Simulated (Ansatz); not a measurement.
# LiZnI3 in Amm2, a phase reached by a soft mode: a soft mode frozen in

Wanted: the energy along a soft mode of LiZnI3 in Amm2, a phase reached by a soft mode and the structure at the end.

Method: DFT PBEsol, scalar-relativistic, plane waves, PAW; PAW set soft_1, in Ansatz 0.2.0.

The structure was built from a prototype and need not be the compound's stable phase.

## (1) The starting structure

Symmetry: Amm2, No. 38, orthorhombic system. Conventional cell: a = 4.174 Å, b = 8.048 Å, c = 12.398 Å, α = 90.00°, β = 90.00°, γ = 90.00°. Nearest to Li lie 5 I at 2.85 to 3.26 Å. Nearest to Zn lie 4 I at 2.58 to 2.63 Å. Nearest to I lie 1 Zn at 2.58 Å and 2 Li at 2.85 Å. Nearest to I lie 2 Zn at 2.63 Å and 1 Li at 3.26 Å. Farther neighbours and most contacts between anions are not listed.

## (2) Modes at Γ

This phase was reached earlier by freezing in an unstable mode of a structure of higher symmetry and relaxing. Its zone-centre modes can show that it is still unstable.

File input.yaml:

```yaml
crystal:
  lattice:
    - [4.1741905316, 0.0, 0.0]
    - [0.0, 4.0237859317, 6.198798808]
    - [0.0, -4.0237859317, 6.198798808]
  atoms:
    - { symbol: Li, position: [0.0, 0.8220967409, 0.8220967409] }
    - { symbol: Zn, position: [0.5, 0.4298425589, 0.4298425589] }
    - { symbol: I, position: [0.5, 0.5681156947, 0.0480972989] }
    - { symbol: I, position: [0.5, 0.0480972989, 0.5681156947] }
    - { symbol: I, position: [0.0, 0.5594331357, 0.5594331357] }
kpoints:
  mp_grid: { grid: [6, 4, 4] }
hamiltonian:
  xc: pbesol
  pseudopotentials: { kind: paw, azcp: { folder: soft_1 }, xc_functional: pbe }
scf:
  occupations: { method: fixed }
output:
  eigenvalues: true
phonons:
  method: dfpt
  dielectric: true
  rigid_motions: translations
```

Run with:

```sh
> ansatz run input.yaml --threads 4 --pin off --max-ram 16384MiB --backend cpu --events-out ev --progress --plain --runs-dir out
```

Numbers of over 12 decimals in the logs are rounded to 6 here.

The log of the run:

```text
Engine: ansatz 0.2.0, aarch64-unknown-linux-gnu
Pseudopotentials: kind: paw
Pseudopotential: Li, paw, valence charge 3, recommended cutoff 420 eV (normal), soft_1/Li.paw.azcp
Pseudopotential: Zn, paw, valence charge 12, recommended cutoff 420 eV (normal), soft_1/Zn.paw.azcp
Pseudopotential: I, paw, valence charge 17, recommended cutoff 420 eV (normal), soft_1/I.paw.azcp
Functional definition: PBEsol
  exchange = pbesol_x
  correlation = pbesol_c
Crystal: 5 atoms, lattice volume = 208.231 Å³
Basis set: ecut = 420 eV, 4077 PW (Γ), exchange–correlation on 60×100×100 points (8 copies of the dense FFT grid, shifted against one another)
Bands: 40, of which v1, the nominal top of the filled ones, is band 33 counted from 1 (32 counted from 0)
Symmetry: 4 space group operations
k-points: 52 of 96 (irreducible under 1 space group operation, time reversal used)
Non-local potential: Li, projectors of the file, l = 0: 3, l = 1: 2, l = 2: 1
Non-local potential: Zn, projectors of the file, l = 0: 2, l = 1: 2, l = 2: 3, l = 3: 1
Non-local potential: I, projectors of the file, l = 0: 2, l = 1: 2, l = 2: 2, l = 3: 1
PAW form: soft (Blöchl's): semilocal exchange-correlation on the pseudo side does not see the compensation charge
PAW frozen core: Zn, regenerated for the run's functional, and the local potential with it (the file was generated under x = pbe(κ = 0.804, μ = 0.219515), c = pbe(β = 0.066725))
PAW frozen core: I, regenerated for the run's functional, and the local potential with it (the file was generated under x = pbe(κ = 0.804, μ = 0.219515), c = pbe(β = 0.066725))
PAW one-centre angular grid: Li, 110 points (default); XC on 64 Gauss nodes
PAW one-centre angular grid: Zn, 590 points (default); XC on 64 Gauss nodes
PAW one-centre angular grid: I, 590 points (default); XC on 64 Gauss nodes
Initial density: superposition of atomic densities (chi_scale 0.1, normalization cell, long waves kept (reshape's long-wave potential 0.08 eV rms))
Initial wavefunctions: pseudopotential atomic-orbital guess
Functional: x = pbesol(κ = 0.804, μ = 0.123457), c = pbesol(β = 0.046)
SCF iter   1: F=—  HF=-25786.316228 eV  |F-HF|=—  |Δ(HF+E_count)|=         —  Δρ=5.08e-2  dr2=4.61e0  ethr=3.10e-3  ⟨swp⟩=5.5  Hψ=7973  notcnv=0  defer=234
preconditioner: auto → Resta (q_TF=auto, 2.253 Å⁻¹)  ε∞=2.7  [insulator: Δε(μ)=1.746 eV  Ē_g=11.419 eV  n_scr=36 (ndim 8)  ℏωp=15.0 eV  f_vac=0.252  ε∞_Penn≈2.7]
SCF iter   2: F=—  HF=-25785.015520 eV  |F-HF|=—  |Δ(HF+E_count)|=    1.30e0  Δρ=1.00e-2  dr2=1.95e-1  ethr=3.10e-3  ⟨swp⟩=3.4  Hψ=3672  notcnv=0  defer=230
SCF iter   3: F=—  HF=-25784.881049 eV  |F-HF|=—  |Δ(HF+E_count)|=   1.34e-1  Δρ=6.92e-3  dr2=1.05e-1  ethr=2.95e-4  ⟨swp⟩=3.0  Hψ=2895  notcnv=0  defer=260
SCF iter   4: F=—  HF=-25784.881398 eV  |F-HF|=—  |Δ(HF+E_count)|=   3.49e-4  Δρ=2.65e-3  dr2=1.98e-2  ethr=1.59e-4  ⟨swp⟩=3.0  Hψ=3423  notcnv=0  defer=260
SCF iter   5: F=—  HF=-25784.890440 eV  |F-HF|=—  |Δ(HF+E_count)|=   9.04e-3  Δρ=1.04e-3  dr2=5.19e-3  ethr=3.00e-5  ⟨swp⟩=3.7  Hψ=2929  notcnv=0  defer=260
SCF iter   6: F=—  HF=-25784.891747 eV  |F-HF|=—  |Δ(HF+E_count)|=   1.31e-3  Δρ=3.81e-4  dr2=4.42e-4  ethr=7.86e-6  ⟨swp⟩=3.8  Hψ=2938  notcnv=0  defer=260
SCF iter   7: F=—  HF=-25784.892078 eV  |F-HF|=—  |Δ(HF+E_count)|=   3.31e-4  Δρ=1.58e-4  dr2=8.30e-5  ethr=6.70e-7  ⟨swp⟩=2.3  Hψ=2534  notcnv=0  defer=260
SCF iter   8: F=—  HF=-25784.892173 eV  |F-HF|=—  |Δ(HF+E_count)|=   9.53e-5  Δρ=7.65e-5  dr2=8.10e-6  ethr=1.26e-7  ⟨swp⟩=2.2  Hψ=2794  notcnv=0  defer=260
SCF iter   9: F=—  HF=-25784.892173 eV  |F-HF|=—  |Δ(HF+E_count)|=   2.17e-7  Δρ=2.54e-5  dr2=1.02e-6  ethr=1.23e-8  ⟨swp⟩=2.0  Hψ=3629  notcnv=0  defer=260
SCF iter  10: F=—  HF=-25784.892112 eV  |F-HF|=—  |Δ(HF+E_count)|=   6.08e-5  Δρ=4.28e-6  dr2=5.15e-8  ethr=1.55e-9  ⟨swp⟩=2.0  Hψ=3739  notcnv=0  defer=260
SCF iter  11: F=—  HF=-25784.892112 eV  |F-HF|=—  |Δ(HF+E_count)|=   2.36e-8  Δρ=8.82e-7  dr2=2.27e-9  ethr=7.81e-11  ⟨swp⟩=2.0  Hψ=3620  notcnv=0  defer=260
SCF iter  12: F=—  HF=-25784.892112 eV  |F-HF|=—  |Δ(HF+E_count)|=   2.28e-9  Δρ=7.71e-7  dr2=7.98e-10  ethr=3.43e-12  ⟨swp⟩=2.0  Hψ=3622  notcnv=0  defer=260
SCF iter  13: F=—  HF=-25784.892112 eV  |F-HF|=—  |Δ(HF+E_count)|=  5.68e-10  Δρ=4.07e-7  dr2=1.97e-10  ethr=1.21e-12  ⟨swp⟩=2.0  Hψ=2710  notcnv=0  defer=260
SCF iter  14: F=-25784.892112 eV  HF=-25784.892112 eV  |F-HF|=1.82e-11  |Δ(HF+E_count)|=    0.00e0  Δρ=7.92e-8  dr2=1.16e-11  ethr=1.00e-12  ⟨swp⟩=19.8  Hψ=16119  notcnv=0
SCF 1 converged in 14 iterations: F = -25784.892112 eV  dr2 = 1.16e-11
  greatest PAW one-centre occupation: 0.999 electrons in one spin orbital (limit 2), on the Li atom at site 0 (counted from 0), in its partial waves of l = 0
NSCF: frozen V_eff on 2 k-points
DFPT response loops at Γ: preconditioner auto → none (the input reference at scf.mixing.eps_inf says where Resta's filter doesn't serve); β = 0.50; Broyden in place of MSR1
── the response to a field inside a basis, on 8×6×6 k-points: an SCF that follows is theirs, and a resumed run solves both again ──
Bands: 34, of which v1, the nominal top of the filled ones, is band 33 counted from 1 (32 counted from 0)
k-points: 48 of 288 (time reversal used)
Initial density: handed on by an earlier stage of this run
Initial wavefunctions: pseudopotential atomic-orbital guess (no wavefunctions were taken with the density)
Eigensolver: Dense (48 Hₖ)
SCF iter   1: F=—  HF=-25784.808643 eV  |F-HF|=—  |Δ(HF+E_count)|=         —  Δρ=1.70e-4  dr2=2.63e-5  ethr=1.00e-1
preconditioner: auto → Resta (q_TF=auto, 2.253 Å⁻¹)  ε∞=4.3  [insulator: Δε(μ)=2.556 eV  Ē_g=8.272 eV  n_scr=36 (ndim 8)  ℏωp=15.0 eV  f_vac=0.279  ε∞_Penn≈4.3]
SCF iter   2: F=—  HF=-25784.808665 eV  |F-HF|=—  |Δ(HF+E_count)|=   2.24e-5  Δρ=1.02e-4  dr2=1.19e-5  ethr=3.98e-8
SCF iter   3: F=—  HF=-25784.808676 eV  |F-HF|=—  |Δ(HF+E_count)|=   1.11e-5  Δρ=3.33e-5  dr2=1.53e-6  ethr=1.80e-8
SCF iter   4: F=—  HF=-25784.808676 eV  |F-HF|=—  |Δ(HF+E_count)|=   1.42e-7  Δρ=1.52e-5  dr2=5.00e-7  ethr=2.31e-9
SCF iter   5: F=—  HF=-25784.808676 eV  |F-HF|=—  |Δ(HF+E_count)|=   3.78e-8  Δρ=3.86e-6  dr2=1.11e-7  ethr=7.58e-10
SCF iter   6: F=-25784.808676 eV  HF=-25784.808676 eV  |F-HF|=3.22e-9  |Δ(HF+E_count)|=   5.74e-8  Δρ=1.34e-6  dr2=1.59e-8  ethr=1.68e-10
SCF 1 converged in 6 iterations: F = -25784.808676 eV  dr2 = 1.59e-8
DFPT response loops at Γ: mixed as the last ones told, above
WARN: field response: ε∞ stands inside a basis, on 8×6×6 points; the force constants stand on the 6×4×4 k-mesh, whose period is 11.43 times the interband length at k = (0.0000, 0.0000, 0.0000), direct gap 2.311 eV, under 14: take them and everything formed from them as unconverged, and compare with a denser kpoints.mp_grid
SCF converged after 14 iterations
Free energy (F): -25784.892112 eV
Harris-Foulkes:  -25784.892112 eV  (|F-HF|=1.82e-11)
Internal energy: -25784.892112 eV  (E = F + TS)
E sigma→0 (E₀):  -25784.892112 eV
Fermi energy:    2.013721 eV
--- Per-component energies (eV) ---
  E_band       = -1424.892765
  E_kinetic    = 641.125340
  E_local      = -11381.916895  (includes V_loc(G=0)·N_el)
  E_nonlocal   = 1157.364576
  E_hartree    = 4989.849900
  E_xc         = -406.630069
  E_vxc        = -393.481072  (∫ρ·V_xc dr)
  E_paw        = -15996.793251  (= ΣΔE_a)
  E_vpaw       = -1427.677270  (= ΣTr[D̂ρ^β])
  E_aug_tail   = -0.007439  (compensation charges beyond the density's cutoff)
  E_ewald      = -4789.918038
  E_core_change = 2.033763  (= ΣΔE_core)
  E_smearing   = -0.000000  (= −TS)
  E_closure    = -0.000000  (closes the sum)
  Σ components = -25784.892112   (vs F -25784.892112, Δ=0.00e0)
--- Band table (eV; the first three rows and the last of 52) ---
  k-point 0: bands = [... 29 lower, 1.6998, 1.8169, 1.9015, 2.0106, 4.3215, 6.3728, 6.4421, 7.7301, ... 3 higher]
  k-point 1: bands = [... 29 lower, 1.4072, 1.7303, 1.8314, 1.9943, 4.8787, 6.6904, 6.7924, 7.8656, ... 3 higher]
  k-point 2: bands = [... 29 lower, 0.9310, 1.6263, 1.8238, 1.9853, 5.2883, 7.1167, 7.3733, 7.8637, ... 3 higher]
  k-point 51: bands = [... 29 lower, 1.0101, 1.3230, 1.3672, 2.0137, 4.6259, 6.0138, 7.0628, 7.1569, ... 3 higher]
--- Phonons (Γ-DFPT): 12 representative perturbations + reference, on 52 of 96 k-points (Σ response iterations 45) ---
  k mesh reduced under 1 symmetry operation, with k and −k counted as one. Each operation leaves every solved perturbation unchanged. A smaller set is not considered because the run solves the response to a homogeneous field
  ASR residual: 1.425e-4 → 0.000e0 eV/Å²; symmetrization residual: 2.011e-6 eV/Å²
  ASR residual per site (eV/Å²): 6.19e-6 1.43e-4 1.42e-5 1.42e-5 3.64e-5
  Γ frequencies (cm⁻¹): -15.70 0.00 0.00 0.00 44.79 49.92 51.94 60.76 115.86 127.41 146.94 174.32 190.72 255.83 261.07
  ε∞ (high-frequency dielectric tensor):
        3.721832     0.000000     0.000000
        0.000000     3.733375     0.000000
        0.000000     0.000000     3.403784
  softest optical mode at Γ: -15.70 cm⁻¹; the repairs (sum rule, projections) moved no ω² at Γ by more than (1.33 cm⁻¹)²
  Born effective charges Z* (e; rows j = field, columns β = displacement):
    site 0:
         1.37033    0.00000    0.00000
         0.00000    1.50213    0.00000
         0.00000    0.00000    0.84970
    site 1:
         2.18939    0.00000    0.00000
         0.00000    2.12264    0.00000
         0.00000    0.00000    1.76454
    site 2:
        -0.88390    0.00000   -0.00000
        -0.00000   -1.66256    0.57599
        -0.00000    0.57526   -0.68005
    site 3:
        -0.88390    0.00000    0.00000
         0.00000   -1.66256   -0.57599
        -0.00000   -0.57526   -0.68005
    site 4:
        -1.79192    0.00000    0.00000
         0.00000   -0.29966    0.00000
         0.00000    0.00000   -1.25414
  Z* charge neutrality: 1.745e-2 e pre-enforcement
  solved inside a basis spanned on kpoints, on 8×6×6 k-points, its susceptibility summed on 12×8×8: ε∞ is read to err by 1.3e-2, Z* by 2.7e-2 e (field_mesh: kpoints solves on kpoints); Z* is corrected for what the basis lacks
  optical modes at Γ without the LO–TO term, one row a degenerate level:
      ω (cm⁻¹)  modes    IR ((D/Å)²/amu)
        -15.70      1             0.0044
         44.79      1             0.0364
         49.92      1             0.0000
         51.94      1             0.1519
         60.76      1             0.0616
        115.86      1             2.4564
        127.41      1             0.4382
        146.94      1             1.9244
        174.32      1             4.6343
        190.72      1             1.1170
        255.83      1             6.8409
        261.07      1             5.4423
  optical modes at Γ + LO–TO along q̂ = [1.0000, 0.0000, 0.0000]:
      ω (cm⁻¹)  modes    IR ((D/Å)²/amu)
        -15.70      1             0.0044
         45.50      1             0.0148
         49.92      1             0.0000
         51.94      1             0.1519
         60.76      1             0.0616
        115.86      1             2.4564
        127.41      1             0.4382
        158.78      1             0.8729
        174.32      1             4.6343
        190.72      1             1.1170
[...]
optical modes at Γ + LO–TO along q̂ = [0.0000, 1.0000, 0.0000]:
      ω (cm⁻¹)  modes    IR ((D/Å)²/amu)
[...]
optical modes at Γ + LO–TO along q̂ = [0.0000, 0.0000, 1.0000]:
      ω (cm⁻¹)  modes    IR ((D/Å)²/amu)
        -15.70      1             0.0044
         44.79      1             0.0364
         49.92      1             0.0000
         51.94      1             0.1519
         61.53      1             0.0157
        125.03      1             0.0640
        145.69      1             1.7534
        146.94      1             1.9244
        174.32      1             4.6343
        203.31      1             2.2401
        255.83      1             6.8409
        261.07      1             5.4423
```

It took 4.5 min on 4 threads of Arm Neoverse V1, shared host; peak memory 2.2 GiB; 18 min of CPU time.

Numbers from this step:

- gap on the k-mesh: 2.308 eV
- volume per atom: 41.65 Å³
- sum-rule residual before enforcement: 1.43e-4 eV/Å²
- miss of the charge sum rule: 0.01745 e
- estimated error of the dielectric tensor: 0.01345
- estimated error of the Born charges: 0.02725 e
- point group: mm2
- highest optical mode at the zone centre (no LO-TO term): 261.1 cm⁻¹
- lowest optical zone-centre mode: -15.7 cm⁻¹
- mean high-frequency dielectric constant: 3.620
- largest Born charge (third of the trace): 2.025 e
- top of the zone-centre spectrum with the field: 295.8 cm⁻¹

Patterns of degenerate modes are one choice out of their space. The modes at Γ (shares of kinetic energy by element, %) (negative means imaginary):

| mode | frequency (cm⁻¹) | symmetry | Li % | Zn % | I % |
| --- | --- | --- | --- | --- | --- |
| 1 | -15.7 | B2 | 1 | 0 | 99 |
| 2 | 0.0 | acoustic | 2 | 14 | 84 |
| 3 | 0.0 | acoustic | 2 | 14 | 84 |
| 4 | 0.0 | acoustic | 2 | 14 | 84 |
| 5 | 44.8 | B1 | 2 | 24 | 74 |
| 6 | 49.9 | A2 | 0 | 0 | 100 |
| 7 | 51.9 | B2 | 1 | 16 | 83 |
| 8 | 60.8 | A1 | 2 | 8 | 90 |
| 9 | 115.9 | A1 | 86 | 0 | 13 |
| 10 | 127.4 | A1 | 8 | 5 | 87 |
| 11 | 146.9 | B1 | 0 | 61 | 39 |
| 12 | 174.3 | B2 | 4 | 63 | 33 |
| 13 | 190.7 | A1 | 2 | 73 | 26 |
| 14 | 255.8 | B1 | 96 | 0 | 3 |
| 15 | 261.1 | B2 | 93 | 7 | 1 |

Displacements in mode 1 (-15.7 cm⁻¹), the largest set to 1:
```
Li1  0.00 -0.59  0.00
Zn2  0.00  0.11  0.00
I3   0.00 -0.51 -0.88
I4   0.00 -0.51  0.88
I5   0.00  1.00  0.00
```

Displacements in mode 6 (49.9 cm⁻¹), the largest set to 1:
```
Li1  0.00  0.00  0.00
Zn2  0.00  0.00  0.00
I3   1.00  0.00  0.00
I4  -1.00  0.00  0.00
I5   0.00  0.00  0.00
```

Before it was imposed, the acoustic sum rule was missed by 1.4e-4 eV/Å² and the charge sum rule by 0.017 e. Small misses are needed for a sound result but don't prove that mesh and cutoff are converged. The lowest optical mode is imaginary, 15.7i cm⁻¹, so the energy falls along it.

The log warns of the k mesh: “the force constants stand on the 6×4×4 k-mesh, whose period is 11.43 times the interband length at k = (0.0000, 0.0000, 0.0000), direct gap 2.311 eV, under 14: take them and everything formed from them as unconverged”.

## (3) The mode frozen in, largest atomic shift 0 Å

The mode followed lies at Γ with frequency 15.7i cm⁻¹, the softest among the wavevectors solved. At small amplitude the distorted cell has space group no. 6 by a symmetry search on the positions. The undistorted cell that holds it gives the zero of energy on the same k mesh.

input.yaml, as its differences from that of step 2:

```diff
@@ -17,8 +17,6 @@
 scf:
-  occupations: { method: fixed }
+  occupations: { method: gaussian, width: 0.02 }
 output:
+  forces: true
+  stress: true
   eigenvalues: true
-phonons:
-  method: dfpt
-  dielectric: true
-  rigid_motions: translations
```

The log of the run:

```text
[...]
Crystal: 5 atoms, lattice volume = 208.231 Å³
Basis set: ecut = 420 eV, 4077 PW (Γ), exchange–correlation on 60×100×100 points (8 copies of the dense FFT grid, shifted against one another)
Bands: 40, of which v1, the nominal top of the filled ones, is band 33 counted from 1 (32 counted from 0)
Symmetry: 4 space group operations
[...]
k-points: 28 of 96 (time reversal used)
[...]
k-point 0: bands = [... 29 lower, 1.6998, 1.8169, 1.9015, 2.0106, 4.3216, 6.3729, 6.4421, 7.7302, ... 1 higher]
  k-point 1: bands = [... 29 lower, 1.4072, 1.7303, 1.8314, 1.9943, 4.8787, 6.6905, 6.7925, 7.8656, ... 1 higher]
  k-point 2: bands = [... 29 lower, 0.9310, 1.6263, 1.8238, 1.9853, 5.2884, 7.1167, 7.3734, 7.8637, ... 1 higher]
  k-point 27: bands = [... 29 lower, 1.0101, 1.3230, 1.3672, 2.0137, 4.6259, 6.0139, 7.0630, 7.1570, ... 1 higher]
[key lines of the parts left out:]
SCF converged after 10 iterations
Free energy (F): -25784.892112 eV
Fermi energy:    3.167655 eV
P = ⅓ Tr σ = -0.0002 GPa (-0.002 kbar)
```

Run time: 6 s. Hardware: 4 threads; peak memory 0.56 GiB.

This step gave:

- pressure: -1.67e-4 GPa
- energy from the undistorted cell: 0 meV/atom

At this level the gap is 2.31 eV on the k-mesh of the self-consistent run, which can miss the band edges.

## (4) The mode frozen in, largest atomic shift 0.32 Å

The atoms are moved along the unstable eigenvector, the largest shift by 0.32 Å, with the cell fixed.

input.yaml, the sections that differ from step 3:

```yaml
crystal:
  lattice:
    - [4.1741905316, 0.0, 0.0]
    - [0.0, 4.0237859317, 6.198798808]
    - [0.0, -4.0237859317, 6.198798808]
  atoms:
    - { symbol: Li, position: [0.0, 0.845037607, 0.7991558749] }
    - { symbol: Zn, position: [0.5, 0.4256437912, 0.4340413266] }
    - { symbol: I, position: [0.5, 0.6103719347, 0.0505224728] }
    - { symbol: I, position: [0.5, 0.045672125, 0.5258594547] }
    - { symbol: I, position: [0.0, 0.5205106729, 0.5983555985] }
# kpoints, hamiltonian, scf, output: as in step 3
```

The log of the run:

```text
[...]
Crystal: 5 atoms, lattice volume = 208.231 Å³
Basis set: ecut = 420 eV, 4077 PW (Γ), exchange–correlation on 60×100×100 points (8 copies of the dense FFT grid, shifted against one another)
Bands: 40, of which v1, the nominal top of the filled ones, is band 33 counted from 1 (32 counted from 0)
Symmetry: 2 space group operations
[...]
k-points: 40 of 96 (time reversal used)
[...]
k-point 0: bands = [... 29 lower, 1.6994, 1.7329, 1.8302, 2.0285, 4.4185, 6.4122, 6.5913, 7.7880, ... 1 higher]
  k-point 1: bands = [... 29 lower, 1.4460, 1.7620, 1.7685, 2.0030, 4.8785, 6.6009, 6.9420, 7.8144, ... 1 higher]
  k-point 2: bands = [... 29 lower, 1.0163, 1.6753, 1.7785, 1.9877, 5.2625, 6.9420, 7.4161, 7.8142, ... 1 higher]
  k-point 39: bands = [... 29 lower, 0.9827, 1.3191, 1.3466, 1.9179, 4.7087, 6.0922, 7.0520, 7.1247, ... 1 higher]
[key lines of the parts left out:]
SCF converged after 10 iterations
Free energy (F): -25784.901163 eV
Fermi energy:    3.223517 eV
P = ⅓ Tr σ = -0.4101 GPa (-4.101 kbar)
```

The job ended after 8.4 s (4 threads; peak memory 0.61 GiB).

This step gave:

| Item | Value |
| --- | --- |
| pressure | -0.4101 GPa |
| gap on the k-mesh | 2.390 eV |
| energy from the undistorted cell | -1.81 meV/atom |

The energy, extrapolated to zero smearing, is -1.81 meV/atom against the undistorted cell.

The run ends at a pressure of -0.41 GPa, with forces up to 0.10 eV/Å.

## (5) Energy along the mode, all amplitudes (two of the runs are shown above)

An imaginary frequency means negative curvature, so the energy should fall and then rise again as anharmonic terms take over.

This step gave:

* depth at the lowest point sampled: 1.81 meV/atom
* largest atomic shift at that point: 0.32 Å

Energy from the parent against largest atomic shift:

| largest atomic shift (Å) | energy from the parent (meV/atom) |
| --- | --- |
| 0.000 | 0 |
| 0.040 | -0.054 |
| 0.080 | -0.212 |
| 0.140 | -0.606 |
| 0.220 | -1.27 |
| 0.320 | -1.81 |
| 0.450 | -0.693 |
| 0.600 | 5.73 |

Displacement at unit largest shift by atom:

| atom | x (Å) | y (Å) | z (Å) | size |
| --- | --- | --- | --- | --- |
| Li1 | 0.00 | 0.58 | 0.00 | 0.58 |
| Zn2 | 0.00 | -0.11 | 0.00 | 0.11 |
| I3 | 0.00 | 0.50 | 0.87 | 1.00 |
| I4 | 0.00 | 0.50 | -0.87 | 1.00 |
| I5 | 0.00 | -0.98 | 0.00 | 0.98 |

The lowest of the steps tried is at 0.32 Å, 1.81 meV/atom below the parent; the bottom of the well need not coincide with a step.

(Part 1 of 3 ends here.)

[Logs are printed without paths, hosts, clocks, repeated set-up lines and the standing remarks that a program may print on its own settings, such as how far it seeks lower states.]

[Hosts, paths, dates, database ids (printed as entryN), source tags and the programs' standing remarks are cut or masked in the printed files.]
